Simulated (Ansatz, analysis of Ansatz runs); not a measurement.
# Reproducing a measured zero-phonon line: NV- centre in diamond, part 3 of 3

Aim: the zero-phonon line of the NV- centre in diamond, to be set beside the measurement. Set-up: PBE, 64-site cell, PBE lattice, 420 eV, k: the zone centre alone. The model is a cell of 64 host atoms with 1 site emptied and N put on another atom's site. The excitation energy is a difference of total energies with one electron moved up within one spin channel. A local or semilocal functional is the cheapest first rung.

Ansatz 0.2.0; PBE, 64-site cell, PBE lattice, 420 eV, k: the zone centre alone.

So far, integral of the absolute spin density (μB): step 2 (relaxation, charge −1) 2.26; step 3 (ground state) 2.26; step 4 (excited state at the ground state's structure) 2.18.

### Step 5. Relaxation in the excited state (continued)

Level of this step: plane-wave PAW DFT, PBE; Delta-SCF with one electron moved between two levels, relaxation of all atoms (Ansatz).

Step by step:

| step | energy less that of the first step (eV) | largest force component (eV/Å) |
| --- | --- | --- |
| 1 | 0.0000 | 1.1741 |
| 2 | -0.1134 | 0.3177 |
| 3 | -0.1310 | 0.0667 |
| 4 | -0.1323 | 0.0113 |

The atoms that moved most (Å):

| atom | dx | dy | dz | length |
| --- | --- | --- | --- | --- |
| C26 | -0.043 | 0.015 | 0.015 | 0.047 |
| C41 | 0.015 | -0.043 | 0.015 | 0.047 |
| C48 | 0.015 | 0.015 | -0.042 | 0.047 |
| N4 | 0.020 | 0.020 | 0.020 | 0.035 |
| C5 | 0.011 | 0.011 | 0.017 | 0.023 |
| C7 | 0.017 | 0.011 | 0.011 | 0.023 |
| C6 | 0.011 | 0.017 | 0.011 | 0.023 |
| C22 | 0.010 | 0.008 | -0.010 | 0.016 |

The atoms nearest to the centre after the run:

| atom | distance (Å) |
| --- | --- |
| N4 | 1.668 |
| C48 | 1.708 |
| C26 | 1.708 |
| C41 | 1.709 |
| C6 | 2.509 |
| C7 | 2.510 |
| C5 | 2.510 |
| C52 | 2.511 |
| C30 | 2.511 |
| C45 | 2.512 |
| C22 | 2.515 |
| C20 | 2.515 |
| C37 | 2.516 |
| C13 | 2.516 |
| C36 | 2.516 |
| C14 | 2.516 |

Numbers from this step:

```yaml
free_energy: -15906.8276 eV
total_moment: 2 μB
integral_of_the_absolute_spin_density: 2.192 μB
spin_contamination: 0.01536
```

The relaxation ends 2.1 meV an atom lower, with a largest force component of 0.011 eV/Å.

### Step 6. Ground state at the excited state's structure

The ground state at the excited structure gives the vertical emission.

This step: plane-wave PAW DFT, PBE; single point of a defect supercell.

ground_at_excited/input.yaml

```yaml
crystal:
  lattice:
    - [7.14316351, 0.0, 0.0]
    - [0.0, 7.14316351, 0.0]
    - [0.0, 0.0, 7.14316351]
  atoms:
    - { symbol: C, position: [-0.001031317, -0.00112409, 0.249372596] }
    - { symbol: C, position: [-0.001031005, 0.249233182, -0.000984349] }
    - { symbol: C, position: [0.249325858, -0.001124188, -0.000984635] }
    - { symbol: "N", position: [0.240204204, 0.240108593, 0.24025032] }
    - { symbol: C, position: [0.126613118, 0.126519827, 0.37121857] }
    - { symbol: C, position: [0.126611675, 0.371080281, 0.12665829] }
    - { symbol: C, position: [0.371171643, 0.126520078, 0.126660011] }
    - { symbol: C, position: [3.2959e-05, -5.9932e-05, 0.749129757] }
    - { symbol: C, position: [0.001646805, 0.251516862, 0.49828109] }
    - { symbol: C, position: [0.251609594, 0.001553537, 0.498281373] }
    - { symbol: C, position: [0.250726047, 0.250633152, 0.74860259] }
    - { symbol: C, position: [0.125221023, 0.125128021, 0.87386773] }
    - { symbol: C, position: [0.126032806, 0.377837065, 0.6241337] }
    - { symbol: C, position: [0.377929939, 0.12593998, 0.62413362] }
    - { symbol: C, position: [0.374980072, 0.374887146, 0.874725586] }
    - { symbol: C, position: [0.001646612, 0.498141791, 0.251656114] }
    - { symbol: C, position: [3.2886e-05, 0.748990308, 7.9516e-05] }
    - { symbol: C, position: [0.251609544, 0.498141851, 0.001693294] }
    - { symbol: C, position: [0.250726028, 0.748463136, 0.250772576] }
    - { symbol: C, position: [0.126032778, 0.623994278, 0.377976483] }
    - { symbol: C, position: [0.125220842, 0.873728249, 0.125267401] }
    - { symbol: C, position: [0.377929794, 0.623994099, 0.126079571] }
    - { symbol: C, position: [0.374980126, 0.874585939, 0.375026662] }
    - { symbol: C, position: [-0.001780716, 0.498759684, 0.751425095] }
    - { symbol: C, position: [-0.001780719, 0.751285536, 0.498898996] }
    - { symbol: C, position: [0.236178767, 0.512647994, 0.512787504] }
    - { symbol: C, position: [0.249984829, 0.750837151, 0.750976663] }
    - { symbol: C, position: [0.124973012, 0.623767634, 0.876097014] }
    - { symbol: C, position: [0.124973089, 0.875957637, 0.623906951] }
    - { symbol: C, position: [0.373434592, 0.623537063, 0.62367661] }
    - { symbol: C, position: [0.375017947, 0.875402561, 0.875542042] }
[... 24 lines left out ...]
    - { symbol: C, position: [0.498985251, 0.498892337, 0.748996802] }
    - { symbol: C, position: [0.4989853, 0.748857193, 0.499031901] }
    - { symbol: C, position: [0.748950155, 0.498892367, 0.499031805] }
    - { symbol: C, position: [0.749103278, 0.749010433, 0.74914983] }
    - { symbol: C, position: [0.624581581, 0.624488722, 0.874338599] }
    - { symbol: C, position: [0.624581708, 0.874199181, 0.624628228] }
    - { symbol: C, position: [0.874291916, 0.624488754, 0.624628173] }
    - { symbol: C, position: [0.874637357, 0.874544651, 0.874684085] }
total_charge: -1
basis:
  ecutwfc: 420
  xc_grid: 2
hamiltonian:
  xc: pbe
kpoints:
  mp_grid: { grid: [1, 1, 1] }
magnetization:
  spin_polarized: true
  initial_magnetization: 2
  spin_locking: { lock_magnetization: hard }
scf:
  occupations: { method: fermi_dirac, width: 0.01 }
  max_iter: 120
  n_extra_bands: 20
  lower_state_search: "off"
output:
  forces: true
checkpoint:
  read: "../ground.run"
  write: "../ground_at_excited.run"
  compress: false
  write_wavefunctions: true
  write_every: 100000
```

Command:

```bash
$ ansatz run input.yaml --threads 2 --pin off --max-ram 3768MiB --backend cpu --events-out ev --progress --plain --runs-dir out
```

Numbers of over 12 decimals in the logs are rounded to 6 here.

The log of the run:

```text
[...]
Warning: the atoms were moved onto the symmetric positions of the space group found under crystal.symmetry.tolerance 1.0e-5 (fractional; [...]
[...]
Warning: checkpoint.read: the run can stay near the saved state's solution: 63 site(s) moved relative to the saved geometry (max |Δs| = 5.955e-3 fractional); [...]
[...]
Crystal: 63 atoms, lattice volume = 364.478 Å³
Basis set: ecut = 420 eV, 7123 PW (Γ), exchange–correlation on 96×96×96 points (8 copies of the dense FFT grid, shifted against one another)
Bands: 148, of which v1, the nominal top of the filled ones, is band 127 counted from 1 (126 counted from 0)
Symmetry: 6 space group operations
[...]
k-points: 1
[...]
Fermi energy:    15.270474 (↑ 15.969656, ↓ 15.055585) eV
[...]
--- Forces (eV/Å), atoms counted from 1 ---
  atom   1  C      0.10010203     0.10010203     0.30879338
  atom   2  C      0.10010203     0.30879338     0.10010203
  [... 1 atom left out ...]
  atom   4  N     -0.16195521    -0.16195521    -0.16195521
  atom   5  C     -0.16071167    -0.16071167    -0.50421717
  atom   6  C     -0.16071167    -0.50421717    -0.16071167
  atom   7  C     -0.50421717    -0.16071167    -0.16071167
  [... 8 atoms left out ...]
  atom  16  C      0.08392372     0.00173115     0.04770194
  [... 1 atom left out ...]
  atom  18  C      0.04770194     0.00173115     0.08392372
  [... 7 atoms left out ...]
  atom  26  C      1.00682711    -0.06833946    -0.06833946
  [... 6 atoms left out ...]
  atom  33  C      0.00173115     0.04770194     0.08392372
  [... 7 atoms left out ...]
  atom  41  C     -0.06833946     1.00682711    -0.06833946
  [... 6 atoms left out ...]
  atom  48  C     -0.06833946    -0.06833946     1.00682711
  [... 15 atoms left out ...]
  max |Σ_I F_I| component: 4.96e-5 eV/Å
--- Band table (eV) ---
[...]
[key lines of the parts left out:]
SCF converged after 7 iterations
Magnetization: 2.0000 μB (128.0000 up, 126.0000 down)
Free energy (F): -15908.431208 eV
```

The job ended after 2.1 s (2 threads of AMD EPYC 9R45, shared host; peak memory 0.66 GiB).

This step gave:

- free energy: -15908.4312 eV
- total moment: 2 μB
- integral of the absolute spin density: 2.269 μB
- spin contamination: 0.009602

### Step 7. Outcome

* difference of the two Kohn-Sham levels: 1.79 eV
* vertical absorption energy: 1.86 eV
* zero-phonon line (relaxed excited less relaxed ground state): 1.72 eV
* vertical emission energy: 1.60 eV
* time of the whole chain: 27 s on 2 threads

In words: Zero-phonon line: computed 1.72 eV, measured 1.945 eV; 0.22 eV below the measurement. Delta-SCF with one determinant leaves out multiplet mixing and the dynamic Jahn-Teller effect. Limits: the periodic copies of the defect are only 7.1 Å apart.

[Logs are printed without paths, hosts, clocks, repeated set-up lines and the standing remarks that a program may print on its own settings, such as how far it seeks lower states.]

[Hosts, paths, dates, database ids (printed as entryN), source tags and the programs' standing remarks are cut or masked in the printed files.]

[For some hosts the program warned that the k-mesh of the response run may be too coarse for force constants and the static dielectric constant; such warnings are not shown here.]
